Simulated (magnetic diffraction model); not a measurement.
# CsVBr₄ below its ordering temperature

Space group P2_1/c (no. 14), a = 7.9240 Å, b = 7.4780 Å, c = 14.9230 Å, β = 92.44°.

| site | atom | x | y | z |
| --- | --- | --- | --- | --- |
| 4e | Cs | 0.1524 | 0.4845 | 0.8723 |
| 4e | Br | 0.9290 | 0.6911 | 0.3102 |
| 4e | Br | 0.6817 | 0.6776 | 0.5499 |
| 4e | Br | 0.4264 | 0.6811 | 0.8042 |
| 4e | Br | 0.8126 | 0.1437 | 0.4318 |
| 4e | V | 0.7026 | 0.8145 | 0.3966 |

This is a made-up structure (elements placed in a structure type, unrelaxed), so the numbers test the method and describe no known phase.

Only V is taken to order (form factors of V3+); orders and moment sizes are assumed, and not adapted to the symmetry. Radiation: neutrons of λ = 2.52 Å, 8° to 30°; isotropic B of 0.4 Å² (Cs), 0.37 Å² (Br) and 0.54 Å² (V). The intensities are simulated: I ∝ L Σ (|F_N|² + |F_M⊥|²) for unpolarised neutrons, with F_M = 2.695 fm/μB × Σ f(s) S exp(2πi Q·r) exp(−B s²) at Q = H ± k (one set where k and −k are equivalent), only the part normal to Q counting and L = 1/(sin²θ cos θ). For collinear order S is the moment m, which repeats by lattice and centring translations R with the sign exp(−2πi k·R). Form factors are spin-only for 3d ions and dipole or tabulated for f ions, scattering lengths are Sears's of 1992, and absorption is left out. A label names one of the reflections at its angle. The strongest nuclear line in the range is 100, and lines under 0.2 are left out.

Above the ordering temperature:

| 2θ (°) | index | I |
| --- | --- | --- |
| 18.32 | (1 0 0) | 29.7 |
| 19.46 | (0 0 2) | 0.9 |
| 21.73 | (0 1 1) | 98.8 |
| 26.26 | (1 0 -2) | 24.6 |
| 26.80 | (1 1 0) | 1.5 |
| 27.42 | (1 0 2) | 14.5 |
| 28.84 | (1 1 1) | 100.0 |

Below it (cell unchanged):

```csv
2θ (°),I
13.04,8.0
13.61,95.9
18.32,29.7
19.46,0.9
21.48,5.0
21.73,98.8
23.45,36.1
26.26,24.6
26.80,1.5
27.42,14.5
28.84,100.0
28.87,0.7
28.93,8.7
29.41,3.3
29.74,1.1
```

**Question.** Find the propagation vector, then choose among these models:
A. collinear moments along [110], 1.79 μB on V; signs + at (0.7026, 0.8145, 0.3966), − at (0.7026, 0.6855, 0.8966), − at (0.2974, 0.3145, 0.1034), + at (0.2974, 0.1855, 0.6034)
B. collinear moments along [010], 1.79 μB on V; signs + at (0.7026, 0.8145, 0.3966), − at (0.7026, 0.6855, 0.8966), − at (0.2974, 0.3145, 0.1034), + at (0.2974, 0.1855, 0.6034)
C. collinear moments along [010], 1.79 μB on V; signs + at (0.7026, 0.8145, 0.3966), − at (0.7026, 0.6855, 0.8966), + at (0.2974, 0.3145, 0.1034), + at (0.2974, 0.1855, 0.6034)
D. collinear moments along [110], 1.79 μB on V; signs + at (0.7026, 0.8145, 0.3966), − at (0.7026, 0.6855, 0.8966), + at (0.2974, 0.3145, 0.1034), + at (0.2974, 0.1855, 0.6034)

The new lines index as (1/2 0 -1) at 13.04°, (1/2 0 1) at 13.61°, (1/2 1 0) at 21.48° and (1/2 1 -1) at 23.45°, that is as H ± k with k = (1/2 0 0). Half indices mean that the moments reverse under translations with k·R a half-integer, and the magnetic cell has twice the primitive volume.

Magnetic intensity, observed (below minus above) and for each model:

| 2θ (°) | index | observed | A | B | C | D |
| --- | --- | --- | --- | --- | --- | --- |
| 9.13 | (1/2 0 0) | <0.2 | <0.2 | <0.2 | 71.7 | 33.8 |
| 13.04 | (1/2 0 -1) | 8.0 | 8.0 | 10.8 | 34.4 | 25.5 |
| 13.61 | (1/2 0 1) | 95.9 | 95.9 | 125.8 | 31.5 | 24.0 |
| 21.17 | (1/2 0 -2) | <0.2 | <0.2 | <0.2 | 12.2 | 11.0 |
| 21.89 | (1/2 0 2) | <0.2 | <0.2 | <0.2 | 11.4 | 10.3 |
| 23.45 | (1/2 1 -1) | 36.1 | 36.1 | 19.0 | 6.1 | 9.2 |
| 23.78 | (1/2 1 1) | <0.2 | <0.2 | <0.2 | 6.3 | 11.6 |
| 28.93 | (3/2 0 -1) | 8.7 | 8.7 | 16.8 | 6.0 | 3.1 |

Model A matches.

The absence at (1/2 0 0) is telling: the sublattices cancel there.

The structure used: k = (1/2 0 0), collinear moments along [110], 1.79 μB on V; signs + at (0.7026, 0.8145, 0.3966), − at (0.7026, 0.6855, 0.8966), − at (0.2974, 0.3145, 0.1034), + at (0.2974, 0.1855, 0.6034).

[Logs are printed without paths, hosts, clocks, repeated set-up lines and the standing remarks that a program may print on its own settings, such as how far it seeks lower states.]
